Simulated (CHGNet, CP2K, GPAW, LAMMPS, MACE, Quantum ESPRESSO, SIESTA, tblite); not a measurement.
**How far do other methods lie from plane waves? Glassy 72SiO2-17Al2O3-6BaO-6ZnO (mol %) (116 atoms)**

Aim: forces, pressure and gap of glassy 72SiO2-17Al2O3-6BaO-6ZnO (mol %) (116 atoms) at one geometry, from other programs and methods, against plane-wave PBE.

Results are calculated, not measured.

## 1. The structure

The cell holds 116 atoms (26 Si, 12 Al, 2 Ba, 2 Zn and 74 O), with edges of 11.78, 11.78 and 11.78 Å. Recipe: 116 atoms (26 Si, 12 Al, 2 Ba, 2 Zn, 74 O) placed at random at 2.68 g/cm³, melted at 4000 K for 10 ps at fixed volume with the Morse and Coulomb pair potential with partial charges (Pedone, Malavasi, Menziani, Cormack and Segre, J. Phys. Chem. B 110, 11780 (2006)). Quenched from 4000 K to 300 K at 50 K/ps and fixed volume, held 5 ps. The density is 2.68 g/cm³.

## 2. The reference input

Quantum ESPRESSO 7.5: Kohn-Sham DFT, PBE, SSSP efficiency 1.3.0 pseudopotentials, plane waves. Its input, pw.in:

```
&control
  calculation = 'scf'
  pseudo_dir = './pseudo'
  outdir = './tmp'
  disk_io = 'none'
  tprnfor = .true.
  tstress = .true.
/
&system
  ibrav = 0
  nat = 116
  ntyp = 5
  ecutwfc = 60
  ecutrho = 480
  nosym = .true.
  occupations = 'smearing'
  smearing = 'fd'
  degauss = 0.003675
/
&electrons
  conv_thr = 5.8e-07
  electron_maxstep = 100
  mixing_beta = 0.4
  mixing_mode = 'plain'
  diagonalization = 'david'
/
ATOMIC_SPECIES
Si 28.085 Si.upf
Al 26.982 Al.upf
Ba 137.327 Ba.upf
Zn 65.380 Zn.upf
O 15.999 O.upf
CELL_PARAMETERS angstrom
11.78160 0.00000 0.00000
0.00000 11.78160 0.00000
0.00000 0.00000 11.78160
ATOMIC_POSITIONS crystal
Si 0.88821 0.20618 0.98172
Si 0.93360 0.58867 0.99120
Si 0.50032 0.35852 0.94657
Si 0.82006 0.54309 0.42674
[... 110 atom lines left out ...]
O 0.83012 0.30506 0.90112
O 0.60286 0.63350 0.93203
K_POINTS gamma
```

```console
$ OMP_NUM_THREADS=1 mpirun -np 4 pw.x -in pw.in > output.txt
```

Run time: 8.9 min. Hardware: 4 MPI ranks of Arm Neoverse V2, shared host; peak memory 5.9 GiB.

It converged with an r.m.s. force component of 1.5 eV/Å and a pressure of 4.5 GPa.

Its highest filled and lowest empty levels lie 2.62 eV apart on its k-points.

## 3. What was run beside it

- CHGNet: machine-learned potential, published weights.
- CP2K 2026.2: Gaussian basis with GTH pseudopotentials and a plane-wave density; labels give functional, basis (MOLOPT sets; SR short-range, UZH the newer set with its own potentials), grid cutoff/relative cutoff and solver (OT: orbital transformation; TRS4, TC2, SIGN: linear-scaling purification with its sparsity filter), or its built-in tight binding.
- GPAW 26.7.0: PAW with atomic orbitals (LCAO), plane waves or a real-space grid of spacing h.
- MACE: machine-learned potential, published weights.
- SIESTA 5.4.2: numerical atomic orbitals, whose automatically made sets are far from complete, with PseudoDojo norm-conserving potentials that we converted to its format (checked against plane waves on the same files for H, C, O, Si, Ge and Ca alone); labels give functional, basis size, energy shift and mesh cutoff.
- tblite 0.8.0: extended tight binding, driven from Python.

All use the same cell and atoms, and the electronic-structure runs the same k-mesh.

## 4. All runs compared

Differences are against the reference: forces as r.m.s. over components, share as that over the reference's r.m.s. force, slope as the fitted ratio of a run's forces to the reference's.

| run | Δ force, r.m.s. (meV/Å) | share (%) | slope | Δ pressure (GPa) | Δ gap (eV) | cores | CPU time | memory (GiB) |
| --- | --- | --- | --- | --- | --- | --- | --- | --- |
| reference | - | - | - | - | - | 4 | 36 min | 5.9 |
| CHGNet r2SCAN potential | 301 | 20.7 | 0.837 | -4.26 | - | 1 | 3.8 s | 1.4 |
| CP2K PBE, DZVP-MOLOPT-SR, 280/50 Ry, OT DIIS (coarse) | 299 | 20.5 | 0.988 | 0.043 | -0.0508 | 2 | 7 min | 1.1 |
| CP2K PBE, DZVP-MOLOPT-SR, 800/50 Ry, diagonalisation | 98.6 | 6.77 | 0.977 | -0.234 | -0.0258 | 4 | 6.8 min | 10 |
| CP2K PBE, SZV-MOLOPT-SR, 800/50 Ry, OT DIIS (coarse) | 1002 | 68.8 | 1.346 | 18.4 | -0.101 | 2 | 8.5 min | 3.6 |
| CP2K PBE, SZV-MOLOPT-SR, 800/50 Ry, TRS4 filter 1e-04, SCF 1e-05 (coarse) | 1004 | 69.0 | 1.345 | 18.6 | - | 2 | 1.8 min | 3.5 |
| CP2K PBE, SZV-MOLOPT-SR, 800/50 Ry, TRS4 filter 1e-05, SCF 1e-06 (coarse) | 1004 | 68.9 | 1.347 | 18.4 | - | 2 | 2 min | 3.5 |
| CP2K PBE, SZV-MOLOPT-SR, 800/50 Ry, TRS4 filter 1e-06, SCF 1e-06 (coarse) | 1004 | 68.9 | 1.347 | 18.4 | - | 2 | 2.1 min | 3.5 |
| GPAW PBE, LCAO dzp, h 0.18 Å | 305 | 21.0 | 1.135 | - | -0.168 | 2 | 4 min | 2.5 |
| GPAW PBE, LCAO dzp, h 0.25 Å (coarse) | 437 | 30.0 | 1.144 | - | -0.176 | 2 | 2.4 min | 1.7 |
| MACE MP-0b2 small potential | 97.4 | 6.69 | 0.971 | -0.0099 | - | 1 | 5.9 s | 0.69 |
| MACE MP-0b3 medium potential | 85.2 | 5.85 | 0.969 | -0.171 | - | 1 | 8.8 s | 1.2 |
| SIESTA PBE, DZP, shift 0.01 Ry, mesh 500 Ry | 159 | 10.9 | 1.052 | 2.16 | 0.0783 | 4 | 8.8 min | 3.4 |
| SIESTA PBE, SZP, shift 0.01 Ry, mesh 500 Ry (coarse) | 412 | 28.3 | 1.202 | 7.09 | 0.628 | 2 | 6.1 min | 2.5 |
| SIESTA PBEsol, DZP, shift 0.01 Ry, mesh 500 Ry | 127 | 8.70 | 1.031 | -0.762 | 0.039 | 4 | 8.7 min | 3.4 |
| tblite GFN1-xTB | 659 | 45.2 | 0.962 | -7.67 | - | 1 | 10 s | 0.15 |

Rows marked coarse were listed beforehand as settings not expected to be converged; some can still land near the reference.

Times of the machine-learned potentials are mostly Python's start and the loading of weights.

Left out, with forces off by over 50 eV/Å: CP2K GFN1-xTB, OT DIIS.

CPU time is summed over cores on shared hosts, so it is rough.

## 5. What came out

Forces lie from 5.8 % (MACE MP-0b3 medium potential) to 69 % (CP2K PBE, SZV-MOLOPT-SR, 800/50 Ry, TRS4 filter 1e-04, SCF 1e-05, coarse) of the reference's r.m.s. force of 1.5 eV/Å away from it. The PBE runs in local orbitals, coarse settings apart, differ by 6.8 % (CP2K PBE, DZVP-MOLOPT-SR, 800/50 Ry, diagonalisation) to 21 % (GPAW PBE, LCAO dzp, h 0.18 Å); basis, grid and potentials can all enter. Tight binding differs by 45 % (tblite GFN1-xTB); it is another model, with fitted parameters of its own, and the xTB methods hold dispersion. Machine-learned potentials differ by 5.8 % (MACE MP-0b3 medium potential) to 21 % (CHGNet r2SCAN potential); they were trained on other programs' data, some at another functional.

Rows with another functional or a dispersion term differ by 8.7 % (SIESTA PBEsol, DZP, shift 0.01 Ry, mesh 500 Ry), which mixes the change of model with differences of basis and potentials. Runs with settings chosen to be coarse differ by 21 % (CP2K PBE, DZVP-MOLOPT-SR, 280/50 Ry, OT DIIS) to 69 % (CP2K PBE, SZV-MOLOPT-SR, 800/50 Ry, TRS4 filter 1e-04, SCF 1e-05), their programs' other errors included. SIESTA PBE, SZP, shift 0.01 Ry, mesh 500 Ry stiffens the forces by a factor of 1.20 while following their directions (correlation 0.987); the slopes of the 3 SIESTA runs lie between 1.03 and 1.20. From CP2K PBE, DZVP-MOLOPT-SR, 280/50 Ry, OT DIIS to the finer CP2K PBE, DZVP-MOLOPT-SR, 800/50 Ry, diagonalisation the share falls from 21 to 6.8 %. From GPAW PBE, LCAO dzp, h 0.25 Å to the finer GPAW PBE, LCAO dzp, h 0.18 Å the share falls from 30 to 21 %. Pressures at PBE, coarse settings apart, lie -0.23 to +2.16 GPa from the reference's. Gaps at PBE, coarse settings apart, lie -0.17 to +0.08 eV from the reference's.

**Limits.** Periodic xTB results under one method name differ between programs and library versions. The potentials hold different valence shells: 644 electrons in the reference, 628 in CP2K with SZV-MOLOPT-SR and 628 in GPAW; this bears on time and differences. The reference's pressure holds the uncorrected Pulay stress of its 60 Ry basis, so small pressure differences may be the reference's own error. Machine-learned potentials mimic data converged in k, so the reference's own k-point error enters their differences. The quench rate of 50 K/ps is many orders above laboratory rates, so the cell is likely richer in defects and strain than a real sample. The network of bonds at the start is that of the classical potential that made the cell, and needn't be the one that DFT or experiment would give. The electronic-structure runs sample only Γ, in a cell whose shortest periodic width is 12 Å. Spin–orbit coupling is left out, which matters for the levels of the heavy elements. Where levels are smeared, the DFT runs use Fermi–Dirac occupations at 580 K (0.05 eV), and energies are free energies. The reference's cutoffs and mesh weren't converged further here.

[Logs are printed without paths, hosts, clocks, repeated set-up lines and the standing remarks that a program may print on its own settings, such as how far it seeks lower states.]

[Hosts, paths, dates, database ids (printed as entryN), source tags and the programs' standing remarks are cut or masked in the printed files.]

[Cells were taken only where this reference lay near another plane-wave run.]
